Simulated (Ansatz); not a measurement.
# Pt (Fm-3m, 1 atom in the cell): from the cell to its phonons, part 2 of 2

Wanted: vibrations and spectra of Pt (Fm-3m, 1 atom in the cell); the cell is already relaxed.

Ansatz 0.2.0; DFT PBEsol, scalar-relativistic, plane waves, PAW.

So far, highest frequency on the path or at a solved wavevector (cm⁻¹): step 2 (response at finite wavevector) 199.

### 3. Finite displacements in a supercell

Finite displacements in a 2×2×2 supercell give force constants from forces alone. They are exact at the wavevectors that the supercell holds, where they check the linear-response result.

The input, input.yaml:

```yaml
crystal:
  lattice:
    - [0.0, 1.9588930606, 1.9588930606]
    - [1.9588930606, 0.0, 1.9588930606]
    - [1.9588930606, 1.9588930606, 0.0]
  atoms:
    - { symbol: Pt, position: [0.0, 0.0, 0.0] }
kpoints:
  mp_grid: { grid: [20, 20, 20] }
hamiltonian:
  xc: pbesol
scf:
  occupations: { method: methfessel_paxton, width: 0.2 }
output:
  eigenvalues: true
phonons:
  method: fd
  supercell: [2, 2, 2]
  temperatures: { t_max: 1000, t_step: 50 }
  qpath:
    path:
      - [[0.0, 0.0, 0.0], [0.5, 0.0, 0.5], [0.625, 0.25, 0.625]]
      - [[0.375, 0.375, 0.75], [0.0, 0.0, 0.0], [0.5, 0.5, 0.5], [0.5, 0.25, 0.75], [0.5, 0.0, 0.5]]
    npoints: 10
```

Command:

```bash
ansatz run input.yaml --threads 4 --pin off --max-ram 7168MiB --backend cpu --events-out ev --progress --plain --runs-dir out
```

Numbers of over 12 decimals in the logs are rounded to 6 here.

What it wrote:

```text
[...]
Crystal: 8 atoms, lattice volume = 120.269 Å³
Basis set: ecut = 420 eV, 2397 PW (Γ), exchange–correlation on 80×80×80 points (8 copies of the dense FFT grid, shifted against one another)
Bands: 86, of which v1, the nominal top of the filled ones, is band 72 counted from 1 (71 counted from 0)
Symmetry: 384 space group operations
k-points: 47 of 1000
[...]
SCF iter   1: F=—  HF=-99070.566210 eV  |F-HF|=—  |Δ(HF+E_count)|=         —  Δρ=1.24e-8  dr2=1.59e-13  ethr=1.00e-12  ⟨swp⟩=3.0  Hψ=10314  notcnv=0
[...]
SCF iter   2: F=-99070.566210 eV  HF=-99070.566210 eV  |F-HF|=1.46e-11  |Δ(HF+E_count)|=    0.00e0  S|Δr|=    0.00e0  Δρ=6.06e-9  dr2=3.61e-14  ethr=1.00e-12  ⟨swp⟩=2.0  Hψ=7025  notcnv=0
SCF 1 converged in 2 iterations: F = -99070.566210 eV  dr2 = 3.61e-14
[...]
Symmetry: 8 space group operations
k-points: 102 of 1000 (time reversal used)
iter 1 solved again at ethr=2.50e-8 eV; its pass at ethr=3.10e-3 eV (dr2=3.60e-5 eV) is discarded
[...]
SCF iter   7: F=-99070.566169 eV  HF=-99070.566169 eV  |F-HF|=1.46e-11  |Δ(HF+E_count)|=  1.46e-11  S|Δr|=    0.00e0  Δρ=2.26e-8  dr2=6.94e-13  ethr=1.00e-12  ⟨swp⟩=4.8  Hψ=31118  notcnv=0
SCF 2 converged in 7 iterations: F = -99070.566169 eV  dr2 = 6.94e-13
[...]
SCF converged after 2 iterations
[...]
Free energy (F): -99070.566210 eV
[...]
Internal energy: -99070.557143 eV  (E = F + TS)
E sigma→0 (E₀):  -99070.563944 eV
Entropy (-TS):   -0.009067 eV (-1.133 meV/atom)
Fermi energy:    23.332903 eV
[...]
--- Band table (eV; the first three rows and the last of 47) ---
  k-point 0: bands = [... 68 lower, 23.3746, 23.3746, 23.3746, 23.8282, 23.8282, 23.8282, 23.8282, 23.8282, ... 10 higher]
  k-point 1: bands = [... 68 lower, 23.3806, 23.3806, 23.3806, 23.7652, 23.7652, 23.7652, 24.0497, 24.0497, ... 10 higher]
  k-point 2: bands = [... 68 lower, 23.3981, 23.3981, 23.3981, 23.6691, 23.6691, 23.6691, 24.8821, 24.8821, ... 10 higher]
  k-point 46: bands = [... 68 lower, 22.5558, 22.5558, 23.0211, 23.0211, 23.1528, 23.1528, 23.7055, 23.7055, ... 10 higher]
--- Phonons: 1 displaced member + reference (amplitude 0.0025 Å, Σ member SCF iterations 7) ---
  symmetry images taken by strict's conditions (phonons.symmetry_images: auto; settled by no image being taken that strict refuses)
  ASR residual: 8.912e-5 → 0.000e0 eV/Å²; symmetrization residual: 3.553e-15 eV/Å²
  largest component of a force at the reference: 1.2e-28 eV/Å
  ASR residual per site (eV/Å²): 8.91e-5
  Γ frequencies (cm⁻¹): 0.00 0.00 0.00
[...]
```

Wall time 26 s (4 threads of Arm Neoverse V1, shared host); peak memory 1.2 GiB.

This step gave:

```
atoms in the supercell               : 8
sum-rule residual before enforcement : 8.91e-5 eV/Å²
```

Interpolated from a 2×2×2 supercell, rough between the solved points. The phonon branches at the labelled points (cm⁻¹):

```
    point  branch 1  branch 2  branch 3
        Γ         0         0         0
  halfway        94        94       139
        X       130       130       194
  halfway       127       138       190
        U       121       157       179
jump to K       121       157       179
  halfway        74       108       150
        Γ         0         0         0
  halfway        68        68       140
        L        96        96       198
  halfway       110       136       186
        W       132       166       166
  halfway       131       142       186
        X       130       130       194
```

The phonon branches as a text plot (rows in cm⁻¹):

```
    194 |           ***                         ******         **
    186 |         **   **                      *      *      **
    178 |                **                   *        **   *
    170 |        *         ****                          ***
    161 |       *              *             *           * *
    153 |                ** *   *                       *   *
    145 |               *    **                        *     *
    136 |      *       *                    *         *       *
    128 |         *******      * *                   *   ********
    120 |    **  *       **                *            *
    112 |                  *    *                   * **
    103 |       *           *     **               ***
     95 |      *             **                *****
     87 |   *                  * *        *   *
     79 |    **                              *
     70 |                       * ***       *
     62 |  **                    *       *
     54 |                                  *
     45 |  *                      ***     *
     37 |                            *
     29 | *                         *   **
     21 | *                          *
     12 |                            *  *
      4 |*                            **
         Γ           X  U|K            Γ         L        W     X
```

Tetrahedra on a 28×28×28 mesh, mean over bins of 2 cm-1. Interpolated from a 2×2×2 supercell, rough between the solved points. Phonon density of states against wavenumber; read off at these points:

```
wavenumber (cm⁻¹)  phonon density of states (1/cm⁻¹/cell)
              5.0                                  2.0e-5
             10.0                                  7.0e-5
             15.0                                  2.3e-4
             20.0                                  4.2e-4
             25.0                                  6.9e-4
             30.0                                  1.0e-3
             35.0                                  0.0014
             40.0                                 0.00187
             45.0                                 0.00244
             50.0                                  0.0031
             55.0                                 0.00391
             60.0                                 0.00485
             65.0                                 0.00595
             70.0                                  0.0073
             75.0                                 0.00892
             80.0                                  0.0110
             85.0                                  0.0136
             90.0                                  0.0173
             95.0                                  0.0237
            100.0                                  0.0303
            105.0                                  0.0314
            110.0                                  0.0325
            115.0                                  0.0335
            120.0                                  0.0345
            125.0                                  0.0355
            127.0                                  0.0357
            130.0                                  0.0292
            135.0                                  0.0188
            140.0                                  0.0187
            145.0                                  0.0184
            150.0                                  0.0179
            155.0                                  0.0169
            160.0                                  0.0153
            165.0                                  0.0102
            170.0                                  0.0181
            175.0                                  0.0352
            180.0                                  0.0429
            181.0                                  0.0444
            185.0                                  0.0278
            190.0                                  0.0167
            195.0                                 0.00631
```

The highest branch reaches 198 cm⁻¹ on this path, at L. No branch goes imaginary on this path.

### 4. Summary of results

```yaml
space_group_within_0p01_a: Fm-3m
volume_per_atom: 15.0 Å³
electronic_character: no gap on this mesh
lowest_mode_on_the_q_mesh_acoustic_modes_at_gamma_apart: 55.3 cm⁻¹
highest_frequency_on_the_path_or_at_a_solved_wavevector: 199 cm⁻¹
zero_point_energy_per_atom: 22.7 meV
heat_capacity_at_300_k: 24.2 J/(mol atoms K)
vibrational_entropy_at_300_k: 40.4 J/(mol atoms K)
debye_temperature_second_moment: 240 K
imaginary_modes_on_the_4x4x4_q_mesh: none
```

**Reading.** The structure is a minimum as far as tested: no mode is imaginary at the 8 irreducible wavevectors of the 4×4×4 mesh, and the softest away from the acoustic zeros lies at 55 cm⁻¹. With no gap, or one that is small against the smearing, the frequencies hang on the k mesh and the smearing, most of all near Kohn anomalies. Spin-orbit coupling is left out, which can matter for the heavy elements here. These are harmonic frequencies at zero temperature: anharmonic shifts, linewidths and thermal expansion are left out.

[Logs are printed without paths, hosts, clocks, repeated set-up lines and the standing remarks that a program may print on its own settings, such as how far it seeks lower states.]

[Hosts, paths, dates, database ids (printed as entryN), source tags and the programs' standing remarks are cut or masked in the printed files.]
